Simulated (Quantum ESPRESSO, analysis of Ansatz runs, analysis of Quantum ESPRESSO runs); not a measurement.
# Substitutional N in diamond: charge-transition level against experiment (Quantum ESPRESSO), part 2 of 4

How near does this set-up come to the measured charge-transition level? Subject: substitutional N in diamond. Set-up: PBE, GBRV 1.5 PBE, 64-site cell, PBE lattice, k: the zone centre alone then 2x2x2 shifted, random start of 0.1 A, dielectric constants 5.7 and 5.7 (handbook). The model is a cell of 64 host atoms with 1 C taken out and 1 N put in. The level is the Fermi energy at which two charge states have equal formation energy, after a correction for the images of the charge. Another start tests whether the structure found is the lowest.

Quantum ESPRESSO 7.5; PBE, GBRV 1.5 PBE, 64-site cell, PBE lattice, k: the zone centre alone then 2x2x2 shifted, random start of 0.1 A, dielectric constants 5.7 and 5.7 (handbook).

So far. Step 2 (Relaxation, charge +1): Among the atoms that came to bonding distance: C42–C46 1.54 Å (from 1.74); C7–C33 1.54 Å (from 1.70); C23–C20 1.54 Å (from 1.71).

**3. Single point, charge +1**

The relaxed structure is kept, and the final numbers are taken at the final level and k-points.

This step: Quantum ESPRESSO plane-wave DFT, PBE, GBRV 1.5 PBE potentials; single point of a defect supercell.

pw.in

```
&CONTROL
  calculation = 'scf'
  prefix = 'pwscf'
  outdir = './tmp'
  pseudo_dir = './pseudo'
  tprnfor = .true.
  disk_io = 'low'
/
&SYSTEM
  ibrav = 0
  nat = 64
  ntyp = 2
  ecutwfc = 45
  ecutrho = 360
  nbnd = 132
  occupations = 'smearing'
  smearing = 'fd'
  degauss = 0.00073499
  tot_charge = 1
  nosym = .true.
/
&ELECTRONS
  conv_thr = 6d-08
  electron_maxstep = 100
  mixing_beta = 0.5
/
ATOMIC_SPECIES
C     12.0110 c_pbe_v1.2.uspp.F.UPF
N     14.0070 n_pbe_v1.2.uspp.F.UPF
CELL_PARAMETERS angstrom
   7.1418068620    0.0000000000    0.0000000000
   0.0000000000    7.1418068620    0.0000000000
   0.0000000000    0.0000000000    7.1418068620
ATOMIC_POSITIONS crystal
C      0.0003231575    0.0001506792    0.2499313863
C      0.0002348348    0.2496423474    0.0004153853
[... 1 atom line left out ...]
C      0.2491016559    0.2490553650    0.2492756697
C      0.1253165002    0.1253216257    0.3763209255
C      0.1253209197    0.3760625343    0.1254492177
C      0.3762047680    0.1253338677    0.1255790256
N      0.3752066485    0.3750361515    0.3753021016
[... 5 atom lines left out ...]
C      0.1253652110    0.3740370667    0.6251373052
[... 6 atom lines left out ...]
C      0.1253923682    0.6247660162    0.3743655575
[... 1 atom line left out ...]
C      0.3741860456    0.6248418044    0.1254783598
[... 3 atom lines left out ...]
C      0.2491715692    0.5010334439    0.5014107261
[... 10 atom lines left out ...]
C      0.6250037776    0.3741362194    0.1254354002
[... 3 atom lines left out ...]
C      0.5013116279    0.2490045967    0.5013453919
[... 6 atom lines left out ...]
C      0.5013051808    0.5011459761    0.2491958558
[... 14 atom lines left out ...]
C      0.8752580539    0.8750367111    0.8752972137
K_POINTS automatic
2 2 2 1 1 1
```

pp_potential.in

```
&INPUTPP
  prefix = 'pwscf'
  outdir = './tmp'
  filplot = 'potential.dat'
  plot_num = 11
/
&PLOT
  nfile = 1
  filepp(1) = 'potential.dat'
  iflag = 3
  output_format = 6
  fileout = 'potential.cube'
/
```

On the command line:

```sh
$ OMP_NUM_THREADS=1 mpirun -n 4 pw.x -nk 2 -in pw.in > pw.out
$ OMP_NUM_THREADS=1 mpirun -n 4 pp.x -in pp_potential.in > pp_potential.out
```

Output:

```text
[banner, memory and clock lines left out]
          URL

     bravais-lattice index     =            0
     lattice parameter (alat)  =      13.4961  a.u.
     unit-cell volume          =    2458.2209 (a.u.)^3
     number of atoms/cell      =           64
     number of atomic types    =            2
     number of electrons       =       256.00
     number of Kohn-Sham states=          132
     kinetic-energy cutoff     =      45.0000  Ry
     charge density cutoff     =     360.0000  Ry
     scf convergence threshold =      6.0E-08
     mixing beta               =       0.5000
     number of iterations used =            8  plain     mixing
     Exchange-correlation= SLA  PW   PBE  PBE
                           (   1   4   3   4   0   0   0)

     celldm(1)=  13.496059  celldm(2)=   0.000000  celldm(3)=   0.000000
     celldm(4)=   0.000000  celldm(5)=   0.000000  celldm(6)=   0.000000

     crystal axes: (cart. coord. in units of alat)
               a(1) = (   1.000000   0.000000   0.000000 )
               a(2) = (   0.000000   1.000000   0.000000 )
               a(3) = (   0.000000   0.000000   1.000000 )

     reciprocal axes: (cart. coord. in units 2 pi/alat)
               b(1) = (  1.000000  0.000000  0.000000 )
               b(2) = (  0.000000  1.000000  0.000000 )
               b(3) = (  0.000000  0.000000  1.000000 )

     PseudoPot. # 1 for C  read from file:
     c_pbe_v1.2.uspp.F.UPF
     Pseudo is Ultrasoft + core correction, Zval =  4.0
     Generated by new atomic code, or converted to UPF format
     Using radial grid of  721 points,  4 beta functions with:
                l(1) =   0
                l(2) =   0
                l(3) =   1
                l(4) =   1
     Q(r) pseudized with  8 coefficients,  rinner =    1.100   1.100   1.100

     PseudoPot. # 2 for N  read from file:
     n_pbe_v1.2.uspp.F.UPF
     Pseudo is Ultrasoft + core correction, Zval =  5.0
     Generated by new atomic code, or converted to UPF format
     Using radial grid of  729 points,  4 beta functions with:
                l(1) =   0
                l(2) =   0
                l(3) =   1
                l(4) =   1
     Q(r) pseudized with  8 coefficients,  rinner =    0.900   0.900   0.900

     atomic species   valence    mass     pseudopotential
     C                 4.00    12.01100     C ( 1.00)
     N                 5.00    14.00700     N ( 1.00)

     No symmetry found

   Cartesian axes

     site n.     atom                  positions (alat units)
         1        C      tau(   1) = (   0.0003232   0.0001507   0.2499314  )
         2        C      tau(   2) = (   0.0002348   0.2496423   0.0004154  )
         3        C      tau(   3) = (   0.2498771   0.0002605   0.0004664  )
         4        C      tau(   4) = (   0.2491017   0.2490554   0.2492757  )
         5        C      tau(   5) = (   0.1253165   0.1253216   0.3763209  )
         6        C      tau(   6) = (   0.1253209   0.3760625   0.1254492  )
         7        C      tau(   7) = (   0.3762048   0.1253339   0.1255790  )
         8        N      tau(   8) = (   0.3752066   0.3750362   0.3753021  )
         9        C      tau(   9) = (   0.0001802  -0.0001004   0.7504241  )
        10        C      tau(  10) = (  -0.0001780   0.2500721   0.5003622  )
        11        C      tau(  11) = (   0.2501718  -0.0001930   0.5003437  )
[...]
60        C      tau(  60) = (   0.7502941   0.7501333   0.7503920  )
        61        C      tau(  61) = (   0.6252197   0.6252115   0.8752915  )
        62        C      tau(  62) = (   0.6252899   0.8749834   0.6253753  )
        63        C      tau(  63) = (   0.8752555   0.6251564   0.6254548  )
        64        C      tau(  64) = (   0.8752581   0.8750367   0.8752972  )

     number of k points=     4  Fermi-Dirac smearing, width (Ry)=  0.0007
                       cart. coord. in units 2pi/alat
        k(    1) = (   0.2500000   0.2500000   0.2500000), wk =   0.5000000
        k(    2) = (   0.2500000   0.2500000  -0.2500000), wk =   0.5000000
        k(    3) = (   0.2500000  -0.2500000   0.2500000), wk =   0.5000000
        k(    4) = (   0.2500000  -0.2500000  -0.2500000), wk =   0.5000000

     Dense  grid:   283241 G-vectors     FFT dimensions: (  81,  81,  81)

     Smooth grid:   100377 G-vectors     FFT dimensions: (  60,  60,  60)

     Initial potential from superposition of free atoms

     starting charge     256.9974, renormalised to     256.0000
     Starting wfcs are  256 randomized atomic wfcs

     Self-consistent Calculation

     iteration #  1     ecut=    45.00 Ry     beta= 0.50
     Davidson diagonalization with overlap
     ethr =  1.00E-02,  avg # of iterations =  2.0

     total energy              =    -744.30708949 Ry
     estimated scf accuracy    <       3.84359125 Ry

     iteration #  2     ecut=    45.00 Ry     beta= 0.50
     Davidson diagonalization with overlap
     ethr =  1.50E-03,  avg # of iterations =  3.0

     total energy              =    -744.28387629 Ry
     estimated scf accuracy    <       0.63741521 Ry

     iteration #  3     ecut=    45.00 Ry     beta= 0.50
     Davidson diagonalization with overlap
     ethr =  2.49E-04,  avg # of iterations =  8.0

     total energy              =    -744.33563251 Ry
     estimated scf accuracy    <       0.13417108 Ry

     iteration #  4     ecut=    45.00 Ry     beta= 0.50
     Davidson diagonalization with overlap
     ethr =  5.24E-05,  avg # of iterations = 12.2

     total energy              =    -744.36050219 Ry
     estimated scf accuracy    <       0.00277200 Ry

     iteration #  5     ecut=    45.00 Ry     beta= 0.50
     Davidson diagonalization with overlap
     ethr =  1.08E-06,  avg # of iterations =  7.0

     total energy              =    -744.36119072 Ry
     estimated scf accuracy    <       0.00071953 Ry

     iteration #  6     ecut=    45.00 Ry     beta= 0.50
     Davidson diagonalization with overlap
     ethr =  2.81E-07,  avg # of iterations =  3.0

     total energy              =    -744.36130729 Ry
     estimated scf accuracy    <       0.00006134 Ry

     iteration #  7     ecut=    45.00 Ry     beta= 0.50
     Davidson diagonalization with overlap
     ethr =  2.40E-08,  avg # of iterations =  3.0

     total energy              =    -744.36132089 Ry
     estimated scf accuracy    <       0.00000538 Ry

     iteration #  8     ecut=    45.00 Ry     beta= 0.50
     Davidson diagonalization with overlap
     ethr =  2.10E-09,  avg # of iterations =  3.0

     total energy              =    -744.36132242 Ry
     estimated scf accuracy    <       0.00000042 Ry

     iteration #  9     ecut=    45.00 Ry     beta= 0.50
     Davidson diagonalization with overlap
     ethr =  1.62E-10,  avg # of iterations =  3.0

     total energy              =    -744.36132261 Ry
     estimated scf accuracy    <       0.00000009 Ry

     iteration # 10     ecut=    45.00 Ry     beta= 0.50
     Davidson diagonalization with overlap
     ethr =  3.35E-11,  avg # of iterations =  2.0

     End of self-consistent calculation

          k = 0.2500 0.2500 0.2500 ( 12503 PWs)   bands (ev):

    -8.5088  -7.2244  -6.5147  -6.5138  -5.8528  -5.3899  -5.3889  -4.9252
    -4.3465  -4.2902  -4.2893  -3.7588  -3.3356  -3.3345  -3.2136  -3.2120
    -3.1988  -2.5478  -2.4129  -2.4127  -1.8281  -1.3968  -1.3959  -1.3551
    -1.1574  -1.1572  -0.6221  -0.4313  -0.4304  -0.3342  -0.3217  -0.3203
     0.6472   0.7283   0.7288   1.4011   1.7351   1.7861   1.7869   1.9935
     1.9947   2.1897   2.1928   2.1930   2.5639   2.6403   2.6405   2.6900
     3.2850   3.3193   3.3204   3.5055   3.5292   3.5299   4.6578   4.6691
     4.6700   4.9023   4.9030   4.9436   5.3342   5.4225   5.4239   5.4716
     5.5656   5.5661   5.6279   5.8091   5.8095   5.9264   5.9603   5.9605
     6.5881   6.5897   6.6878   6.9526   6.9535   6.9951   7.0241   7.0553
[...]
17.3973  18.1618  18.1634  18.2565

          k = 0.2500 0.2500-0.2500 ( 12503 PWs)   bands (ev):

[...]
17.3982  18.1624  18.1636  18.2539

          k = 0.2500-0.2500 0.2500 ( 12503 PWs)   bands (ev):

[...]
17.3973  18.1617  18.1636  18.2560

          k = 0.2500-0.2500-0.2500 ( 12503 PWs)   bands (ev):

[...]
7.9431   8.0063   8.1676   8.1683   8.1772   8.4257   8.4262   8.4950
     8.5075   8.9075   8.9085   8.9226   9.0195   9.0201   9.1077   9.1083
     9.1250   9.2535   9.2629   9.2633   9.3040   9.3050   9.3281   9.7473
     9.7479   9.7960  10.3240  10.3250  10.4677  10.7317  10.7333  10.7949
    11.1603  11.2628  11.2631  11.4259  11.4270  11.4968  12.5965  12.5987
    17.3972  18.1612  18.1641  18.2561

     the Fermi energy is    14.9858 ev

!    total energy              =    -744.36132264 Ry
     estimated scf accuracy    <          7.4E-09 Ry
     smearing contrib. (-TS)   =       0.00000000 Ry
     internal energy E=F+TS    =    -744.36132264 Ry

     The total energy is F=E-TS. E is the sum of the following terms:
     one-electron contribution =     252.42561672 Ry
     hartree contribution      =      63.62443478 Ry
     xc contribution           =    -236.30026641 Ry
     ewald contribution        =    -824.11110773 Ry

     convergence has been achieved in  10 iterations

     Forces acting on atoms (cartesian axes, Ry/au):

     atom    1 type  1   force =    -0.00046894   -0.00028250   -0.00013995
     atom    2 type  1   force =    -0.00003313   -0.00000009   -0.00030140
     atom    3 type  1   force =    -0.00065463   -0.00081834   -0.00037220
     atom    4 type  1   force =    -0.00119879   -0.00136609   -0.00124248
     atom    5 type  1   force =     0.00021407   -0.00068395   -0.00066404
     atom    6 type  1   force =     0.00028458   -0.00085645    0.00022737
     atom    7 type  1   force =    -0.00078865   -0.00056038   -0.00032951
     atom    8 type  2   force =     0.00006523    0.00015266   -0.00000444
     atom    9 type  1   force =    -0.00059390    0.00003657    0.00022233
     atom   10 type  1   force =    -0.00010128   -0.00015558   -0.00030871
[...]
atom   60 type  1   force =     0.00017695    0.00021244    0.00026181
     atom   61 type  1   force =     0.00082965   -0.00006248    0.00019719
     atom   62 type  1   force =     0.00027564    0.00039035    0.00031050
     atom   63 type  1   force =     0.00002069    0.00004243    0.00003819
     atom   64 type  1   force =    -0.00028596   -0.00005090    0.00015140

     Total force =     0.006531     Total SCF correction =     0.000128
```

Wall time 79 s (4 MPI ranks of Arm Neoverse V2, shared host); peak memory 1.7 GiB.

(Part 2 of 4 ends here.)

[Logs are printed without paths, hosts, clocks, repeated set-up lines and the standing remarks that a program may print on its own settings, such as how far it seeks lower states.]

[Hosts, paths, dates, database ids (printed as entryN), source tags and the programs' standing remarks are cut or masked in the printed files.]

[For some hosts the program warned that the k-mesh of the response run may be too coarse for force constants and the static dielectric constant; such warnings are not shown here.]
